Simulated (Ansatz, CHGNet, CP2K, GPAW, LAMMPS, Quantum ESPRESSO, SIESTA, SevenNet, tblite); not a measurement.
**CP2K runs on amorphous Hg30S21Se9 (60 atoms)**

Aim: run amorphous Hg30S21Se9 (60 atoms) in CP2K and see how near its forces come to a plane-wave reference, and at what cost.

Calculated with CP2K 2026.2; the method is named at each step.

### 1. Starting point

The cell holds 60 atoms: 30 Hg, 21 S and 9 Se. Its edges and angles: a = 11.895 Å, b = 11.895 Å, c = 11.895 Å, α = 90.0°, β = 90.0°, γ = 90.0°. 60 atoms (30 Hg, 21 S, 9 Se) placed at random at 7.3 g/cm³, melted at 2500 K for 10 ps at fixed volume with the Stillinger-Weber II-VI potential (Zhou et al., Phys. Rev. B 88, 085309 (2013)). Quenched from 2500 K to 300 K at 3 K/ps and fixed volume, held 5 ps, then minimised at fixed cell.

The yardstick, on the same geometry:

| Quantity | Value |
| --- | --- |
| method | Kohn-Sham DFT, PBE, SSSP efficiency 1.3.0 pseudopotentials, plane waves (Quantum ESPRESSO 7.5); sssp-pbe-1.3.0-efficiency, cutoffs 45/360 Ry, Γ point |
| r.m.s. force component | 0.4116 eV/Å |
| longest force | 1.594 eV/Å |
| pressure | -0.0453 GPa |
| time | 6.6 min on 4 MPI ranks of Arm Neoverse V1, shared host |
| CPU time | 26 min |

### 2. PBE, DZVP-MOLOPT-SR, 600/60 Ry, diagonalisation

Method: Kohn-Sham DFT, PBE, GTH-PBE pseudopotentials, Gaussian and plane waves, DZVP-MOLOPT-SR-GTH, diagonalisation.

The input, input.inp:

```
&GLOBAL
  PROJECT cell
  RUN_TYPE ENERGY_FORCE
  PRINT_LEVEL LOW
&END GLOBAL
&FORCE_EVAL
  METHOD QS
  STRESS_TENSOR ANALYTICAL
  &DFT
    BASIS_SET_FILE_NAME BASIS_MOLOPT
    POTENTIAL_FILE_NAME GTH_POTENTIALS
    &MGRID
      CUTOFF 600
      REL_CUTOFF 60
      NGRIDS 5
    &END MGRID
    &QS
      EPS_DEFAULT 1.0E-12
    &END QS
    &SCF
      SCF_GUESS ATOMIC
      EPS_SCF 5.0E-06
      MAX_SCF 200
      ADDED_MOS 14
      &DIAGONALIZATION
        ALGORITHM STANDARD
      &END DIAGONALIZATION
      &SMEAR ON
        METHOD FERMI_DIRAC
        ELECTRONIC_TEMPERATURE [K] 580
      &END SMEAR
      &MIXING
        METHOD BROYDEN_MIXING
        ALPHA 0.3
        NBROYDEN 12
      &END MIXING
      &PRINT
        &RESTART OFF
        &END RESTART
      &END PRINT
    &END SCF
    &XC
      &XC_FUNCTIONAL PBE
      &END XC_FUNCTIONAL
    &END XC
    &PRINT
      &MULLIKEN ON
      &END MULLIKEN
      &HIRSHFELD ON
        SHAPE_FUNCTION DENSITY
      &END HIRSHFELD
      &MO ON
        EIGENVALUES T
        OCCUPATION_NUMBERS T
        MO_INDEX_RANGE 259 282
        &EACH
          QS_SCF 0
        &END EACH
        ADD_LAST NUMERIC
      &END MO
    &END PRINT
  &END DFT
  &SUBSYS
    &CELL
      A 11.89490 0.00000 0.00000
      B 0.00000 11.89490 0.00000
      C 0.00000 0.00000 11.89490
    &END CELL
    &COORD
      SCALED
      Hg 0.07001 0.78688 0.21352
      Hg 0.06669 0.68095 0.97269
      Hg 0.95640 0.46892 0.76005
      Hg 0.50280 0.97084 0.14502
      Hg 0.73983 0.65799 0.74687
      Hg 0.72809 0.84180 0.52689
      Hg 0.51707 0.62223 0.26623
      Hg 0.79160 0.11802 0.98247
      Hg 0.43066 0.61959 0.94235
      Hg 0.32036 0.25321 0.24960
      Hg 0.42898 0.93780 0.39559
      Hg 0.75135 0.44220 0.00462
      Hg 0.44264 0.60232 0.58886
      Hg 0.07053 0.05949 0.48075
      Hg 0.86772 0.56686 0.33219
      Hg 0.85264 0.27396 0.52592
      Hg 0.76987 0.76878 0.05609
      Hg 0.01097 0.29852 0.18980
      Hg 0.12872 0.42830 0.44747
      Hg 0.15078 0.20781 0.81813
      Hg 0.79389 0.01922 0.30316
      Hg 0.41824 0.23149 0.92134
      Hg 0.61126 0.34534 0.74479
      Hg 0.64168 0.29702 0.27505
      Hg 0.95151 0.93143 0.73768
      Hg 0.14150 0.99522 0.05511
      Hg 0.04613 0.68580 0.53091
      Hg 0.29688 0.89770 0.73692
      Hg 0.59100 0.07616 0.67013
      Hg 0.40632 0.26527 0.55514
      S 0.93663 0.17202 0.35492
      S 0.62841 0.27196 0.49486
      S 0.94449 0.87302 0.51763
      S 0.47549 0.41349 0.20158
      S 0.43646 0.73484 0.75825
      S 0.92134 0.48433 0.53763
      S 0.53329 0.42503 0.95729
      S 0.81903 0.40022 0.20565
      S 0.64182 0.86644 0.72920
      S 0.66703 0.11123 0.16143
      S 0.85891 0.81323 0.25758
      S 0.65374 0.51740 0.59784
      S 0.23106 0.54221 0.99299
      S 0.39127 0.71958 0.41201
      S 0.18896 0.42907 0.21192
      S 0.16193 0.41805 0.79451
      S 0.68618 0.66715 0.39692
      S 0.62385 0.01627 0.45022
      S 0.86071 0.61111 0.92487
      S 0.29293 0.44353 0.59030
      S 0.16638 0.64747 0.35002
      Se 0.54677 0.75201 0.08846
      Se 0.01546 0.17157 0.00509
      Se 0.12118 0.87189 0.86956
      Se 0.29042 0.11427 0.43231
      Se 0.36434 0.11804 0.72884
      Se 0.33551 0.10455 0.08520
      Se 0.81390 0.29904 0.83138
      Se 0.78210 0.91837 0.88617
      Se 0.98236 0.14767 0.68273
    &END COORD
    &KIND Hg
      BASIS_SET DZVP-MOLOPT-SR-GTH-q12
      POTENTIAL GTH-PBE-q12
    &END KIND
    &KIND S
      BASIS_SET DZVP-MOLOPT-SR-GTH-q6
      POTENTIAL GTH-PBE-q6
    &END KIND
    &KIND Se
      BASIS_SET DZVP-MOLOPT-SR-GTH-q6
      POTENTIAL GTH-PBE-q6
    &END KIND
  &END SUBSYS
  &PRINT
    &FORCES ON
    &END FORCES
    &STRESS_TENSOR ON
    &END STRESS_TENSOR
  &END PRINT
&END FORCE_EVAL
```

The run is started by

```
$ OMP_NUM_THREADS=2 cp2k.psmp -i input.inp > output.txt
```

Numbers of over 12 decimals in the logs are rounded to 6 here.

Log:

```text
CP2K| version string:                                       CP2K version 2026.2
 CP2K| Input file name                                                 input.inp
 GLOBAL| Basis set file name                                        BASIS_MOLOPT
 GLOBAL| Potential file name                                      GTH_POTENTIALS
 GLOBAL| Run type                                                   ENERGY_FORCE
 GLOBAL| Total number of message passing processes                             1
 GLOBAL| Number of threads for this process                                    2
 TOTAL NUMBERS AND MAXIMUM NUMBERS
  Total number of            - Atomic kinds:                                   3
                             - Atoms:                                         60
                             - Shell sets:                                    60
                             - Shells:                                       360
                             - Primitive Cartesian functions:                300
                             - Cartesian basis functions:                   1320
                             - Spherical basis functions:                   1140
  Maximum angular momentum of- Orbital basis functions:                        3
                             - Local part of the GTH pseudopotential:          0
                             - Non-local part of the GTH pseudopotential:      4
 SCF PARAMETERS         Density guess:                                    ATOMIC
                        max_scf:                                             200
                        eps_scf:                                        5.00E-06
                        added MOs                                        14    0
                        Mixing method:                            BROYDEN_MIXING
                                                charge density mixing in g-space
                        Smear method:                                FERMI_DIRAC
                        Electronic temperature [K]:                        580.0
                        Electronic temperature [a.u.]:                  1.84E-03
                        Accuracy threshold:                             1.00E-10
 Extrapolation method: initial_guess
 Number of electrons:                                                        540
 Number of occupied orbitals:                                                270
 Number of molecular orbitals:                                               284
 Number of orbital functions:                                               1140
 Number of independent orbital functions:                                   1140
 SCF WAVEFUNCTION OPTIMIZATION
  Step     Update method      Time    Convergence         Total energy    Change
     1 NoMix/Diag. 0.30E+00    6.4     1.31122754     -1535.4432561059 -1.54E+03
     2 Broy./Diag. 0.30E+00    8.5     0.70573617     -1536.8641570657 -1.42E+00
     3 Broy./Diag. 0.30E+00    8.7     0.53193466     -1536.0104434477  8.54E-01
     4 Broy./Diag. 0.30E+00    8.7     0.42596304     -1534.6337230643  1.38E+00
[...]
19 Broy./Diag. 0.30E+00    9.3     0.00000527     -1532.7085390932 -6.02E-05
    20 Broy./Diag. 0.30E+00    9.3     0.00000303     -1532.7085361284  2.96E-06
  *** SCF run converged in    20 steps ***
  Electronic density on regular grids:       -540.0000000000        0.0000000000
  Core density on regular grids:              539.9999999992       -0.0000000008
  Total charge density on r-space grids:       -0.0000000008
  Total charge density g-space grids:          -0.0000000008
  Overlap energy of the core charge distribution:               1.95186e-08
  Self energy of the core charge distribution:              -2824.965367
  Core Hamiltonian energy:                                    811.070470
  Hartree energy:                                             724.814806
  Exchange-correlation energy:                               -243.621725
  Electronic entropic energy:                                  -0.00672091
  Fermi energy:                                                 0.145960
  Total energy:                                             -1532.708536
  Total energy (extrapolated to T->0):                      -1532.705176
 MO| EIGENVALUES AND OCCUPATION NUMBERS
 MO|
 MO|  Index      Eigenvalue [a.u.]        Eigenvalue [eV]             Occupation
 MO|    259               0.108021               2.939405               2.000000
 MO|    260               0.109830               2.988637               2.000000
 MO|    261               0.113812               3.096995               2.000000
[...]
MO|    281               0.183623               4.996623               0.000000
 MO|    282               0.188190               5.120923               0.000000
 MO| Sum:                                                             540.000000
 MO| E(Fermi):            0.145960 a.u.          3.971766 eV
 !-----------------------------------------------------------------------------!
                     Mulliken Population Analysis
 #  Atom  Element  Kind  Atomic population                           Net charge
       1     Hg       1         12.017099                             -0.017099
       2     Hg       1         11.950026                              0.049974
       3     Hg       1         12.006302                             -0.006302
[...]
59     Se       3          5.963765                              0.036235
      60     Se       3          6.054150                             -0.054150
 # Total charge                            540.000000                  0.000000
 !-----------------------------------------------------------------------------!
 !-----------------------------------------------------------------------------!
                           Hirshfeld Charges
  #Atom  Element  Kind  Ref Charge     Population                    Net charge
      1       Hg     1      12.000         11.884                         0.116
      2       Hg     1      12.000         11.787                         0.213
      3       Hg     1      12.000         11.774                         0.226
[...]
59       Se     3       6.000          6.123                        -0.123
     60       Se     3       6.000          6.224                        -0.224
  Total Charge                                                            0.000
 !-----------------------------------------------------------------------------!
 ENERGY| Total FORCE_EVAL ( QS ) energy [hartree]          -1532.708508
 FORCES| Atomic forces [hartree/bohr]
 FORCES|   Atom     x               y               z               |f|
 FORCES|      1  9.89554571E-03  6.84540398E-03 -3.88984378E-03   1.26456421E-02
 FORCES|      2  1.32885150E-02 -1.07876303E-02  3.31646020E-03   1.74343485E-02
 FORCES|      3  8.26561059E-03 -7.48625220E-03  9.45614309E-04   1.11918934E-02
[...]
FORCES|     59 -7.22945492E-03  2.60519433E-03 -1.59489859E-02   1.77037343E-02
 FORCES|     60  7.24426456E-04 -5.42873052E-03 -1.55080925E-02   1.64467882E-02
 FORCES| Sum     1.30870368E-05 -5.30699487E-06 -1.10771433E-05
 FORCES| Total atomic force                                       1.79481985E-05
 STRESS| Analytical stress tensor [bar]
 STRESS|                        x                   y                   z
 STRESS|      x        1.09788958165E+04  -3.85748261589E+03   2.13896668396E+03
 STRESS|      y       -3.85748261589E+03   7.69857065262E+03  -3.65188384831E+02
 STRESS|      z        2.13896668396E+03  -3.65188384831E+02   1.17324123575E+04
 STRESS| 1/3 Trace                                             1.01366262756E+04
```

Elapsed: 3.5 min, on 2 threads of Arm Neoverse V1, shared host; peak memory 4.8 GiB.

Banners, paths, timers and routine set-up lines are dropped from the logs unmarked, and long logs keep their key lines alone; longer cuts are marked.

Compared with the plane-wave run:

- r.m.s. force component: 0.4212 eV/Å
- r.m.s. difference of force components: 40.15 meV/Å
- longest difference of force vectors: 171.8 meV/Å
- force difference over r.m.s. force: 9.753 %
- slope of forces against the reference's: 1.019
- correlation of force components: 0.9956
- pressure: 1.014 GPa
- pressure difference: 1.059 GPa

Length of the force difference by element (eV/Å):

```
element  atoms   mean   most
     Hg     30  0.076   0.17
      S     21  0.047   0.14
     Se      9  0.049  0.093
```

The surroundings of S45, which bears the longest force, nearest first, numbered as they follow in the input and with coordinates relative to it.

```
atom      x      y      z  distance (Å)  bonds  Hirshfeld charge (e)     Fx     Fy  Fz (eV/Å)
 S45   0.00   0.00   0.00          0.00      3                 -0.20  -0.91  -0.94       0.92
Hg18  -2.12  -1.55  -0.26          2.64      4                  0.21   0.85   0.45      -0.14
Hg10   1.56  -2.09   0.45          2.65      4                  0.20  -0.28   0.93       0.31
Hg19  -0.72  -0.01   2.80          2.89      4                  0.21   0.25   0.18      -0.68
 S43   0.50   1.35  -2.60          2.97      2                 -0.18  -0.49  -0.04       0.03
 S51  -0.27   2.60   1.64          3.09      3                 -0.20  -0.57   0.27       0.30
 S34   3.41  -0.19  -0.12          3.42      3                 -0.27   0.47   0.20       0.41
 Hg2  -1.45   3.00  -2.85          4.38      3                  0.21   0.68  -0.55       0.17
Hg15  -3.82   1.64   1.43          4.40      3                  0.26  -0.52   0.14       0.01
```

Forces lie 9.8 % from the reference's, at 0.25 times its CPU time (on 2 against 4 cores).

### 3. PBE, SZV-MOLOPT-SR, 600/60 Ry, diagonalisation

Method: Kohn-Sham DFT, PBE, GTH-PBE pseudopotentials, Gaussian and plane waves, SZV-MOLOPT-SR-GTH, diagonalisation.

input.inp, as its differences from that of step 2:

```diff
@@ -68,8 +68,8 @@
     &END CELL
-    &COORD
-      SCALED
-[... 60 atom lines left out: the same atoms as in the first run ...]
-    &END COORD
+    &TOPOLOGY
+      COORD_FILE_NAME structure.xyz
+      COORD_FILE_FORMAT XYZ
+    &END TOPOLOGY
     &KIND Hg
-      BASIS_SET DZVP-MOLOPT-SR-GTH-q12
+      BASIS_SET SZV-MOLOPT-SR-GTH-q12
       POTENTIAL GTH-PBE-q12
@@ -77,3 +77,3 @@
     &KIND S
-      BASIS_SET DZVP-MOLOPT-SR-GTH-q6
+      BASIS_SET SZV-MOLOPT-SR-GTH-q6
       POTENTIAL GTH-PBE-q6
@@ -81,3 +81,3 @@
     &KIND Se
-      BASIS_SET DZVP-MOLOPT-SR-GTH-q6
+      BASIS_SET SZV-MOLOPT-SR-GTH-q6
       POTENTIAL GTH-PBE-q6
```

The input, structure.xyz:

```xyz
60

Hg 0.83276 9.35986 2.53980
Hg 0.79327 8.09983 11.57005
Hg 11.37628 5.57776 9.04072
Hg 5.98076 11.54804 1.72500
Hg 8.80020 7.82673 8.88394
Hg 8.66056 10.01313 6.26730
Hg 6.15050 7.40136 3.16678
Hg 9.41600 1.40384 11.68638
Hg 5.12266 7.36996 11.20916
Hg 3.81065 3.01191 2.96897
Hg 5.10267 11.15504 4.70550
Hg 8.93723 5.25992 0.05495
Hg 5.26516 7.16454 7.00443
Hg 0.83895 0.70763 5.71847
Hg 10.32144 6.74274 3.95137
Hg 10.14207 3.25873 6.25577
Hg 9.15753 9.14456 0.66718
Hg 0.13049 3.55087 2.25765
Hg 1.53111 5.09459 5.32261
Hg 1.79351 2.47188 9.73157
[... 36 atom lines left out ...]
Se 3.99086 1.24361 1.01345
Se 9.68126 3.55705 9.88918
Se 9.30300 10.92392 10.54090
Se 11.68507 1.75652 8.12101
```

The run is started by

```
$ OMP_NUM_THREADS=1 cp2k.psmp -i input.inp > output.txt
```

Log:

```text
CP2K| version string:                                       CP2K version 2026.2
 CP2K| Input file name                                                 input.inp
 GLOBAL| Basis set file name                                        BASIS_MOLOPT
 GLOBAL| Potential file name                                      GTH_POTENTIALS
 GLOBAL| Run type                                                   ENERGY_FORCE
 GLOBAL| Total number of message passing processes                             1
 GLOBAL| Number of threads for this process                                    1
 TOTAL NUMBERS AND MAXIMUM NUMBERS
  Total number of            - Atomic kinds:                                   3
                             - Atoms:                                         60
[... lines left out ...]
                        Smear method:                                FERMI_DIRAC
[... lines left out ...]
 Number of electrons:                                                        540
[... lines left out ...]
  Step     Update method      Time    Convergence         Total energy    Change
[... lines left out ...]
  *** SCF run converged in    23 steps ***
[... lines left out ...]
  Fermi energy:                                                 0.178795
  Total energy:                                             -1530.607178
  Total energy (extrapolated to T->0):                      -1530.603669
[... lines left out ...]
 MO| E(Fermi):            0.178795 a.u.          4.865250 eV
[... lines left out ...]
 !-----------------------------------------------------------------------------!
 !-----------------------------------------------------------------------------!
                           Hirshfeld Charges
  #Atom  Element  Kind  Ref Charge     Population                    Net charge
      1       Hg     1      12.000         11.975                         0.025
      2       Hg     1      12.000         11.867                         0.133
      3       Hg     1      12.000         11.840                         0.160
[...]
59       Se     3       6.000          6.129                        -0.129
     60       Se     3       6.000          6.231                        -0.231
  Total Charge                                                            0.000
 !-----------------------------------------------------------------------------!
 ENERGY| Total FORCE_EVAL ( QS ) energy [hartree]          -1530.607179
 FORCES| Atomic forces [hartree/bohr]
 FORCES|   Atom     x               y               z               |f|
 FORCES|      1  1.22980693E-02  6.48943066E-03 -4.68801057E-03   1.46742176E-02
 FORCES|      2  1.28818909E-02 -2.30699527E-02  9.65556075E-03   2.81317558E-02
 FORCES|      3  1.52554649E-02 -1.79535768E-03 -2.63244580E-03   1.55846813E-02
[...]
FORCES|     59 -4.89061577E-03  4.70294447E-03 -9.36551910E-03   1.15649798E-02
 FORCES|     60  1.61334550E-03 -4.55969314E-03 -1.84134408E-02   1.90380799E-02
 FORCES| Sum     5.07789337E-06 -7.22886214E-06 -2.48446811E-05
 FORCES| Total atomic force                                       2.63685348E-05
 STRESS| Analytical stress tensor [bar]
 STRESS|                        x                   y                   z
 STRESS|      x        1.90594630204E+04  -7.84508129055E+03   3.94107951660E+03
 STRESS|      y       -7.84508129055E+03   1.77279147555E+04   1.65356113479E+02
 STRESS|      z        3.94107951660E+03   1.65356113479E+02   2.23771272210E+04
 STRESS| 1/3 Trace                                             1.97215016656E+04
```

Run time: 3.8 min. Hardware: 1 thread; peak memory 4.5 GiB.

Compared with the plane-wave run:

| Item | Value |
| --- | --- |
| r.m.s. force component | 0.6192 eV/Å |
| r.m.s. difference of force components | 322.2 meV/Å |
| longest difference of force vectors | 1278 meV/Å |
| force difference over r.m.s. force | 78.29 % |
| slope of forces against the reference's | 1.325 |
| correlation of force components | 0.8809 |
| pressure | 1.972 GPa |
| pressure difference | 2.018 GPa |

This is a coarse setting, run to see what it loses.

Against the first run (9.8 %), the force difference from the reference is 78 %, at 0.59 times the CPU time (on 1 against 2 cores), with 390 basis functions against 1140: the smaller basis costs accuracy.

[end of part 1 of 3]

[Also dropped from logs without a mark: logging warnings of Python, and SIESTA's first energy breakdown and zero terms.]

[Logs are printed without paths, hosts, clocks, repeated set-up lines and the standing remarks that a program may print on its own settings, such as how far it seeks lower states.]

[Hosts, paths, dates, database ids (printed as entryN), source tags and the programs' standing remarks are cut or masked in the printed files.]
